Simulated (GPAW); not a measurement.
# Al K-edge XANES of La3AlC (Pm-3m), part 2 of 3

Aim: the near-edge shape at the Al K edge of La3AlC (Pm-3m), and what the core hole does to it.

GPAW 26.7.0; X-ray absorption from dipole matrix elements to empty bands, plane-wave PAW LDA.

So far. Step 2 (The field without a hole): The mesh shows no gap, so the system is treated as a metal and the core electron is put at the Fermi level (neutral cell). Step 3 (Spectrum without a core hole, Al atom 4): Main maxima below 24 eV (height): 1.2 eV (0.65), 5.8 eV (2.84), 8.9 eV (1.43) and 18.4 eV (1.42). A K edge sees empty p states on the absorber.

### Step 5. Spectrum with XCH, Al atom 4

The holes are 7.4 Å apart. In GPAW the data set carries the hole's charge, so charge=0 means a charged cell and charge=-1 a neutral one. The excited electron is kept in the cell, where it fills the lowest empty states and screens the hole. After the field has converged, empty bands are computed with the density fixed and the dipole matrix elements are summed.

Input file xas.py:

```python
import numpy as np
from ase import Atoms
from ase.parallel import parprint, paropen
from gpaw import GPAW, PW, FermiDirac, Mixer, MixerDif, setup_paths
from gpaw.test import gen
setup_paths.insert(0, '.')
gen('Al', name='fch1s', xcname='LDA', corehole=(1, 0, 1), write_xml=True)
from gpaw.mpi import world
world.barrier()

atoms = Atoms('La6Al2C2',
    cell=[[5.205131, 0, 5.205131],
     [0, 5.205131, 5.205131],
     [-5.205131, 0, 5.205131]],
    scaled_positions=[[0, 0.5, 0],
     [0.5, 0.5, 0.5],
     [0.5, 0, 0],
     [0, 0, 0.5],
     [0, 0.5, 0.5],
     [0.5, 0.5, 0],
     [0, 0, 0],
     [0.5, 0, 0.5],
     [0.25, 0.5, 0.75],
     [0.75, 0.5, 0.25]],
    pbc=True)
atoms.calc = calc = GPAW(legacy_gpaw=True, mode=PW(430, force_complex_dtype=True), xc='LDA', setups={6: 'fch1s'},
    kpts={'size': (4, 4, 4), 'gamma': True}, occupations=FermiDirac(0.1),
    charge=-1, mixer=Mixer(0.1, 5, 50), maxiter=150,
    convergence={'density': 0.0001, 'eigenstates': 1e-6}, txt='scf.txt')
energy = atoms.get_potential_energy() + calc.get_reference_energy()
ef = calc.get_fermi_level()
out = dict(energy=energy, fermi=ef, forces=atoms.get_forces().tolist())
parprint(f'all-electron energy {energy:.4f} eV, Fermi level {ef:.4f} eV')
ev = np.array([[calc.get_eigenvalues(k, s) for k in range(len(calc.get_ibz_k_points()))] for s in range(calc.get_number_of_spins())])
out['homo'], out['lumo'], out['counts'] = ev[ev < ef].max(), ev[ev > ef].min(), sorted(set((ev < ef).sum((0, 2)).tolist()))
out['filled'] = (ev[:, 0] < ef).sum(1).tolist()

from ase.units import Ha
from gpaw.xas import dipole_matrix_elements
nb = int(calc.get_number_of_electrons() / 2) + 200
top, nb = nb, nb + 8 + nb // 12
nscf = calc.fixed_density(kpts={'size': (5, 5, 5), 'gamma': True}, nbands=nb,
    convergence={'bands': top, 'eigenstates': 5e-3}, maxiter=60, txt='nscf.txt')
cell = atoms.cell.array
ops = [cell.T @ U.T @ np.linalg.inv(cell.T) for U in nscf.wfs.kd.symmetry.op_scc]
E = np.arange(-6, 34, 0.1)
fwhm = np.interp(E, [4, 25], [0.9, 3.5])
Y, X, zero, highest = 0, 0, 1e9, 1e9
for spin in range(nscf.get_number_of_spins()):
    wfs = nscf.wfs
    mine = wfs.bd.get_slice()  # this rank's bands
    A = dipole_matrix_elements(wfs.setups[6])
    eps = np.zeros((wfs.kd.nibzkpts, nb))
    d = np.zeros((3, A.shape[1], wfs.kd.nibzkpts, nb), complex)
    for kpt in wfs.kpt_u:
        if kpt.s == spin and 6 in kpt.P_ani:
            eps[kpt.k, mine] = kpt.eps_n * Ha
            d[:, :, kpt.k, mine] = (kpt.weight * wfs.nspins / 2) ** 0.5 * np.inner(A, kpt.P_ani[6])
    world.sum(eps)
    world.sum(d)
    T = np.einsum('amkn,bmkn->abkn', d, d.conj()).real
    T = sum(np.einsum('ai,ijkn,bj->abkn', R, T, R) for R in ops) / len(ops)
    empty = eps > ef
    zero, highest = min(zero, eps[empty].min()), min(highest, eps[:, top - 1].min())
    lines = [(eps, T, empty)] if spin == 0 else lines + [(eps, T, empty)]
for eps, T, empty in lines:
    f = np.einsum('aakn->akn', T).reshape(3, -1)
    x = eps.ravel() - zero
    w = np.interp(x, E, fwhm) / 2.35482
    g = np.exp(-0.5 * ((E[:, None] - x) / w) ** 2) / (w * (2 * np.pi) ** 0.5)
    Y = Y + (f * empty.ravel()) @ g.T
    X = X + (f * ~empty.ravel()) @ g.T
out.update(E=E.round(2).tolist(), xas=Y.tolist(), xes=X.tolist(), zero=zero, valid=highest - zero, nk=len(eps), nb=nb)
for i in range(0, len(E), 10):
    parprint(f'{E[i]:7.2f}', *(f'{v:10.3e}' for v in Y[:, i]))
import json
with paropen('out.json', 'w') as f:
    json.dump(out, f)
```

Run with:

```console
$ OMP_NUM_THREADS=1 mpirun -n 4 gpaw python xas.py
```

Numbers of over 12 decimals in the logs are rounded to 6 here.

The log of the run:

```text
Input parameters:
  charge: -1
  convergence: {density: 0.0001,
                eigenstates: 1e-06}
  kpts: {gamma: True,
         size: (4, 4, 4)}
  maxiter: 150
  mixer: {backend: pulay,
          beta: 0.1,
          method: separate,
          nmaxold: 5,
          weight: 50}
  mode: {ecut: 430.0,
         force_complex_dtype: True,
         name: pw}
  occupations: {fixmagmom: False,
                name: fermi-dirac,
                width: 0.1}
  setups: {6: fch1s}

Initialize ...

[... PAW data sets ...]

Reference energy: -1399253.146504  # eV

Spin-paired calculation

[... convergence settings ...]
Symmetries present (total): 48
  [... symmetry matrices ...]

64 k-points: 4 x 4 x 4 Monkhorst-Pack grid + [1/8,1/8,1/8]
8 k-points in the irreducible part of the Brillouin zone
       k-points in crystal coordinates                weights
   0:     0.00000000    0.00000000    0.00000000          1/64
   1:     0.25000000    0.25000000    0.00000000          8/64
   2:     0.25000000    0.25000000    0.25000000          6/64
   3:     0.50000000    0.25000000    0.00000000         12/64
   4:     0.50000000    0.25000000    0.50000000          6/64
   5:     0.50000000    0.50000000    0.00000000          4/64
   6:     0.50000000    0.50000000    0.25000000         24/64
   7:     0.50000000    0.50000000    0.50000000          3/64

Wave functions: Plane wave expansion
  Cutoff energy: 430.000 eV
  Number of coefficients (min, max): 5694, 5769
  Pulay-stress correction: 0.000000 eV/Ang^3 (de/decut=0.000000)
  Using FFTW library
  Wavefunction extrapolation:
    Improved wavefunction reuse through dual PAW basis

Occupation numbers: Fermi-Dirac:
  width: 0.1000  # eV

Eigensolver
   Davidson(niter=2)

Densities:
  Coarse grid: 36*36*36 grid
  Fine grid: 72*72*72 grid
  Total Charge: 0.000000

Density mixing:
  Method: separate
  Backend: pulay
  Linear mixing parameter: 0.1
  old densities: 5
  Width of damping distribution: 1.1
  Damping of long wavelength oscillations: 50

[... Hamiltonian set-up ...]
Number of atoms: 10
Number of atomic orbitals: 136
Number of bands in calculation: 53
Number of valence electrons: 81
Bands to converge: occupied

... initialized

Initializing position-dependent things.

Density initialized from atomic densities
Creating initial wave functions:
  53 bands from LCAO basis set

         C     La     C

         La           La

              Al
               La

       La           La

              Al

Atomic positions and initial magnetic moments

Positions:
   0 La     0.000000    2.602565    2.602565    ( 0.0000,  0.0000,  0.0000)
   1 La     0.000000    2.602565    7.807696    ( 0.0000,  0.0000,  0.0000)
   2 La     2.602565    0.000000    2.602565    ( 0.0000,  0.0000,  0.0000)
   3 La    -2.602565    0.000000    2.602565    ( 0.0000,  0.0000,  0.0000)
   4 La    -2.602565    2.602565    5.205131    ( 0.0000,  0.0000,  0.0000)
   5 La     2.602565    2.602565    5.205131    ( 0.0000,  0.0000,  0.0000)
   6 Al     0.000000    0.000000    0.000000    ( 0.0000,  0.0000,  0.0000)
   7 Al     0.000000    0.000000    5.205131    ( 0.0000,  0.0000,  0.0000)
   8 C     -2.602565    2.602565    7.807696    ( 0.0000,  0.0000,  0.0000)
   9 C      2.602565    2.602565    7.807697    ( 0.0000,  0.0000,  0.0000)

Unit cell:
           periodic     x           y           z      points  spacing
  1. axis:    yes    5.205131    0.000000    5.205131    36     0.1670
  2. axis:    yes    0.000000    5.205131    5.205131    36     0.1446
  3. axis:    yes   -5.205131    0.000000    5.205131    36     0.1670

  Lengths:   7.361167   7.361167   7.361167
  Angles:   60.000000  90.000000  60.000000

Effective grid spacing dv^(1/3) = 0.1822

iter:   1   -83.239066
iter:   2   -76.691113   +0.16  -0.82
iter:   3   -72.474673   +0.71  -0.92
iter:   4   -72.696646   -0.14  -1.28
iter:   5   -73.546610   -0.21  -1.24
iter:   6   -72.410818   -0.11  -1.27
iter:   7   -72.533183   -0.20  -1.69
iter:   8   -72.464994   -0.96  -1.83
iter:   9   -72.452819   -1.23  -1.93
iter:  10   -72.469144c  -1.21  -2.15
iter:  11   -72.439878c  -1.37  -2.24
iter:  12   -72.441459c  -1.92  -2.43
iter:  13   -72.438748c  -1.95  -2.54
iter:  14   -72.439241c  -2.45  -2.68
iter:  15   -72.440169c  -2.60  -2.90
iter:  16   -72.440966c  -2.78  -3.41
iter:  17   -72.441127c  -3.02  -3.60
iter:  18   -72.441356c  -3.19  -3.82
iter:  19   -72.441506c  -3.39  -3.84
iter:  20   -72.441616c  -3.54  -3.95
iter:  21   -72.441732c  -3.66  -3.97
iter:  22   -72.441718c  -3.85  -4.07c
iter:  23   -72.441793c  -3.99  -4.42c
iter:  24   -72.441836c  -4.11  -4.44c
iter:  25   -72.441873c  -4.15  -4.40c
iter:  26   -72.441894c  -4.35  -4.24c
iter:  27   -72.441913c  -4.53  -4.17c
iter:  28   -72.441930c  -4.61  -4.18c
[...]
iter:  36   -72.441989c  -5.56  -5.37c
iter:  37   -72.441992c  -5.73  -5.50c
iter:  38   -72.441993c  -5.85  -5.68c
iter:  39   -72.441994c  -6.01c -5.63c

Converged after 39 iterations.

Dipole moment: (0.000000, 0.000000, -0.000000) |e|*Ang

Energy contributions relative to reference atoms: (reference = -1399253.146504)

Kinetic:        +82.860199
Potential:      -67.278648
External:        +0.000000
XC:             -84.415297
Entropy (-ST):   -0.191634
Local:           -3.512431
SIC:             +0.000000
--------------------------
Free energy:    -72.537811
Extrapolated:   -72.441994

Showing only first 2 kpts
 Kpt  Band  Eigenvalues  Occupancy
  0    38      7.89309    1.91742
  0    39      8.24272    0.82617
  0    40      8.24272    0.82615
  0    41      8.24273    0.82612

  1    38      7.83572    1.95262
  1    39      7.88352    1.92468
  1    40      8.08648    1.54101
[...]
Fermi level: 8.20760

No gap
No difference between direct/indirect transitions

Forces in eV/Ang:
  0 La    0.00000   -0.00000    0.00000
  1 La    0.00000   -0.00000   -0.00000
  2 La   -0.00000   -0.00000    0.00000
  3 La   -0.00000    0.00000   -0.00000
  4 La    0.00000    0.00000    0.00000
  5 La    0.00000    0.00000    0.00000
  6 Al    0.00000   -0.00000    0.00000
  7 Al    0.00000    0.00000    0.00000
  8 C     0.00000   -0.00000    0.00000
  9 C     0.00000   -0.00000    0.00000
Scalar-relativistic atomic LDA calculation for Al (Aluminium, Z=13)
Core hole in 1s state (1s occupation: 1.0)
450 radial gridpoints.
|------------------------------------------------|
|------------------------------------------------|
[... the atom generator's iteration count ...]

Energy contributions:
-------------------------
Kinetic:     +183.893595
XC:           -14.209497
Potential:   -353.628519
-------------------------
Total:       -183.944421

state      eigenvalue         ekin         rmax
-----------------------------------------------
1s^1.0 :   -60.362648    82.057235        0.077
2s^2.0 :    -5.188665    12.296859        0.473
2p^6.0 :    -3.893101    12.072890        0.390
3s^2.0 :    -0.683483     1.740987        1.779
3p^1.0 :    -0.437761     1.323330        2.009
-----------------------------------------------
(units: Bohr and Hartree)

Generating PAW setup
Kinetic energy of the core from tauc = 179.402319
Cutoffs:
rc(s)=2.050
rc(p)=2.050
rc(d)=2.050
rc(vbar)=1.845
rc(comp)=2.050
rc(nct)=2.050

Kinetic energy of the core states: 179.088292
Charge: 1.0
Core electrons: 9.0
Valence electrons: 3.0
Pseudo-core charge: 0.169630
Shape function alpha=2.380
Pseudo-electron charge 3.431685
state    eigenvalue         norm
--------------------------------
3s(2) :    -0.683483     1.126964
*s    :     0.316517
3p(1) :    -0.437761     1.008127
*p    :     0.562239
*d    :     0.000000
--------------------------------

Diagonalizing with gridspacing h=0.050

state   all-electron     PAW
-------------------------------
3s:      -0.683483    -0.683641
3p:      -0.437761    -0.437937
*d:                   -0.137096
*f:                   -0.021062
-------------------------------
all-electron energy -1399325.5885 eV, Fermi level 8.2076 eV
[...]
31.00  4.440e-06  4.440e-06  4.440e-06
  32.00  5.296e-06  5.296e-06  5.296e-06
  33.00  6.595e-06  6.595e-06  6.595e-06
```

Run time: 1.8 min. Hardware: 4 MPI ranks of Intel Xeon Platinum 8488C (Sapphire Rapids), shared host; peak memory 0.45 GiB.

The Al K spectrum, Al atom 4, excited-electron core hole (neutral cell) (energy from the lowest empty level; intensity scaled to a mean of 1 over the first 20 eV):

| E (eV) | intensity |
| --- | --- |
| -2.0 | 0.00 |
| -1.5 | 0.00 |
| -1.0 | 0.00 |
| -0.5 | 0.01 |
| 0.0 | 0.07 |
| 0.5 | 0.31 |
| 1.0 | 0.56 |
| 1.5 | 0.50 |
| 2.0 | 0.49 |
| 2.5 | 0.65 |
| 3.0 | 0.68 |
| 3.5 | 0.89 |
| 4.0 | 1.31 |
| 4.5 | 2.73 |
| 5.0 | 3.90 |
| 5.5 | 3.06 |
| 6.0 | 1.62 |
| 6.5 | 0.83 |
| 7.0 | 0.64 |
| 7.5 | 0.78 |
| 8.0 | 1.02 |
| 8.5 | 1.10 |
| 9.0 | 0.97 |
| 9.5 | 0.84 |
| 10.0 | 0.81 |
| 10.5 | 0.82 |
| 11.0 | 0.74 |
| 11.5 | 0.57 |
| 12.0 | 0.43 |
| 12.5 | 0.35 |
| 13.0 | 0.32 |
| 13.5 | 0.34 |
| 14.0 | 0.41 |
| 14.5 | 0.54 |
| 15.0 | 0.71 |
| 15.5 | 0.90 |
| 16.0 | 1.07 |
| 16.5 | 1.20 |
| 17.0 | 1.28 |
| 17.5 | 1.30 |
| 18.0 | 1.27 |
| 18.5 | 1.20 |
| 19.0 | 1.13 |
| 19.5 | 1.08 |
| 20.0 | 1.05 |
| 20.5 | 1.02 |
| 21.0 | 1.00 |
| 21.5 | 0.98 |
| 22.0 | 0.95 |
| 22.5 | 0.91 |
| 23.0 | 0.88 |
| 23.5 | 0.84 |
| 24.0 | 0.80 |
| 24.5 | 0.76 |
| 25.0 | 0.72 |
| 25.5 | 0.68 |
| 26.0 | 0.64 |
| 26.5 | 0.61 |
| 27.0 | 0.59 |
| 27.5 | 0.57 |
| 28.0 | 0.55 |
| 28.5 | 0.54 |
| 29.0 | 0.55 |

Main maxima below 24 eV (height): 1.1 eV (0.57), 5.0 eV (3.90), 8.4 eV (1.10) and 17.4 eV (1.30). 

The total-energy difference is 1562.67 eV. One term is added: -13.88 eV, since the hole is spin-paired here and a spin-polarised one costs that much less in the free atom (computed apart). The photon energy is then 1548.79 eV. The tabulated edge of the element is 1559 eV. The functional leaves an error in such absolute values: in the free atom LDA prices this hole 7.2 eV below PBE (computed apart), and PBE is itself good to a few eV.

### Step 6. Spectrum with FCH, Al atom 4

The holes are 7.4 Å apart. In GPAW the data set carries the hole's charge, so charge=0 means a charged cell and charge=-1 a neutral one. The excited electron is left out and a uniform background balances the charge. After the field has converged, empty bands are computed with the density fixed and the dipole matrix elements are summed.

Changed against the first core-hole run: core hole to FCH.

xas.py: that of step 5 with these lines changed.

```diff
@@ -27,3 +27,3 @@
     kpts={'size': (4, 4, 4), 'gamma': True}, occupations=FermiDirac(0.1),
-    charge=-1, mixer=Mixer(0.1, 5, 50), maxiter=150,
+    charge=0, mixer=Mixer(0.1, 5, 50), maxiter=150,
     convergence={'density': 0.0001, 'eigenstates': 1e-6}, txt='scf.txt')
```

The log of the run:

```text
Input parameters:
  convergence: {density: 0.0001,
                eigenstates: 1e-06}
  kpts: {gamma: True,
         size: (4, 4, 4)}
  maxiter: 150
  mixer: {backend: pulay,
          beta: 0.1,
          method: separate,
          nmaxold: 5,
          weight: 50}
  mode: {ecut: 430.0,
         force_complex_dtype: True,
         name: pw}
  occupations: {fixmagmom: False,
                name: fermi-dirac,
[...]
*p    :     0.562239
*d    :     0.000000
--------------------------------

Diagonalizing with gridspacing h=0.050

state   all-electron     PAW
-------------------------------
3s:      -0.683483    -0.683641
3p:      -0.437761    -0.437937
*d:                   -0.137096
*f:                   -0.021062
-------------------------------
all-electron energy -1399333.7082 eV, Fermi level 8.0780 eV
[...]
32.00  5.036e-06  5.036e-06  5.036e-06
  33.00  6.232e-06  6.232e-06  6.232e-06
[key lines of the parts left out:]
Converged after 41 iterations.
Dipole moment: (-0.000000, 0.000000, -0.000000) |e|*Ang
Free energy:    -80.676069
Fermi level: 8.07797
```

The job ended after 1.8 min (4 MPI ranks; peak memory 0.45 GiB).

| E (eV) | first run | this run |
| --- | --- | --- |
| -2.0 | 0.00 | 0.00 |
| -1.0 | 0.00 | 0.00 |
| 0.0 | 0.07 | 0.05 |
| 1.0 | 0.56 | 0.51 |
| 2.0 | 0.49 | 0.47 |
| 3.0 | 0.68 | 0.66 |
| 4.0 | 1.31 | 1.10 |
| 5.0 | 3.90 | 3.64 |
| 6.0 | 1.62 | 2.20 |
| 7.0 | 0.64 | 0.68 |
| 8.0 | 1.02 | 0.93 |
| 9.0 | 0.97 | 1.05 |
| 10.0 | 0.81 | 0.83 |
| 11.0 | 0.74 | 0.79 |
| 12.0 | 0.43 | 0.48 |
| 13.0 | 0.32 | 0.33 |
| 14.0 | 0.41 | 0.38 |
| 15.0 | 0.71 | 0.64 |
| 16.0 | 1.07 | 1.01 |
| 17.0 | 1.28 | 1.26 |
| 18.0 | 1.27 | 1.29 |
| 19.0 | 1.13 | 1.17 |
| 20.0 | 1.05 | 1.07 |
| 21.0 | 1.00 | 1.02 |
| 22.0 | 0.95 | 0.96 |
| 23.0 | 0.88 | 0.89 |
| 24.0 | 0.80 | 0.82 |
| 25.0 | 0.72 | 0.74 |
| 26.0 | 0.64 | 0.67 |
| 27.0 | 0.59 | 0.60 |
| 28.0 | 0.55 | 0.56 |
| 29.0 | 0.55 | 0.55 |

Against the first run the r.m.s. difference is 14 %. A shift of +0.2 eV leaves 1 %. The highest intensity below 16 eV goes from 5.0 eV (3.90) to 5.2 eV (3.88).

The photon energy of the zero moves by -0.02 eV.

### Step 7. Reference energy of the cell

The cell changes for the next run, so it gets a reference energy of its own.

Input file scf.py:

```python
import numpy as np
from ase import Atoms
from ase.parallel import parprint, paropen
from gpaw import GPAW, PW, FermiDirac, Mixer, MixerDif, setup_paths
from gpaw.test import gen
setup_paths.insert(0, '.')
gen('Al', name='nch1s', xcname='LDA', corehole=(1, 0, 0), write_xml=True)
from gpaw.mpi import world
world.barrier()

atoms = Atoms('La3AlC',
    cell=[[5.205131, 0, 0],
     [0, 5.205131, 0],
     [0, 0, 5.205131]],
    scaled_positions=[[0, 0.5, 0.5],
     [0.5, 0, 0.5],
     [0.5, 0.5, 0],
     [0, 0, 0],
     [0.5, 0.5, 0.5]],
    pbc=True)
atoms.calc = calc = GPAW(legacy_gpaw=True, mode=PW(430, force_complex_dtype=True), xc='LDA', setups={3: 'nch1s'},
    kpts={'size': (4, 4, 4), 'gamma': True}, occupations=FermiDirac(0.1),
    charge=0, mixer=Mixer(0.1, 5, 50), maxiter=150,
    convergence={'density': 0.0001, 'eigenstates': 1e-6}, txt='scf.txt')
energy = atoms.get_potential_energy() + calc.get_reference_energy()
ef = calc.get_fermi_level()
out = dict(energy=energy, fermi=ef, forces=atoms.get_forces().tolist())
parprint(f'all-electron energy {energy:.4f} eV, Fermi level {ef:.4f} eV')
ev = np.array([[calc.get_eigenvalues(k, s) for k in range(len(calc.get_ibz_k_points()))] for s in range(calc.get_number_of_spins())])
out['homo'], out['lumo'], out['counts'] = ev[ev < ef].max(), ev[ev > ef].min(), sorted(set((ev < ef).sum((0, 2)).tolist()))
out['filled'] = (ev[:, 0] < ef).sum(1).tolist()
import json
with paropen('out.json', 'w') as f:
    json.dump(out, f)
```

Run with:

```console
$ OMP_NUM_THREADS=1 mpirun -n 4 gpaw python scf.py
```

The log of the run:

```text
Input parameters:
  convergence: {density: 0.0001,
                eigenstates: 1e-06}
  kpts: {gamma: True,
         size: (4, 4, 4)}
  maxiter: 150
  mixer: {backend: pulay,
          beta: 0.1,
          method: separate,
          nmaxold: 5,
          weight: 50}
  mode: {ecut: 430.0,
         force_complex_dtype: True,
         name: pw}
  occupations: {fixmagmom: False,
                name: fermi-dirac,
[...]
3s(2) :    -0.287726     1.053448
*s    :     0.712274
3p(1) :    -0.102289     0.999482
*p    :     0.897711
*d    :     0.000000
--------------------------------

Diagonalizing with gridspacing h=0.050

state   all-electron     PAW
-------------------------------
3s:      -0.287726    -0.287811
3p:      -0.102289    -0.102345
*d:                    0.027274
*f:                    0.064816
-------------------------------
all-electron energy -700444.1606 eV, Fermi level 8.1367 eV
[key lines of the parts left out:]
Converged after 32 iterations.
Dipole moment: (-0.000000, 0.000000, 0.000000) |e|*Ang
Free energy:    -31.134119
Fermi level: 8.13671
```

It took 10 s on 4 MPI ranks; peak memory 0.21 GiB; 41 s of CPU time.

Reference energy: -700444.161 eV with the cores included.

(Part 2 of 3 ends here.)

[Banner, clock and machine lines of the logs are left out without a mark of their own.]

[Logs are printed without paths, hosts, clocks, repeated set-up lines and the standing remarks that a program may print on its own settings, such as how far it seeks lower states.]

[Hosts, paths, dates, database ids (printed as entryN), source tags and the programs' standing remarks are cut or masked in the printed files.]

[Lists of maxima count a maximum above −3 eV only where it reaches 4 % of the highest in the window and stands out from its surroundings by 2 % of it (1.5 % where it reaches 55 %); shoulders and weaker maxima are passed over, and of the rest the first, up to two pre-edge ones and the few strongest are named.]
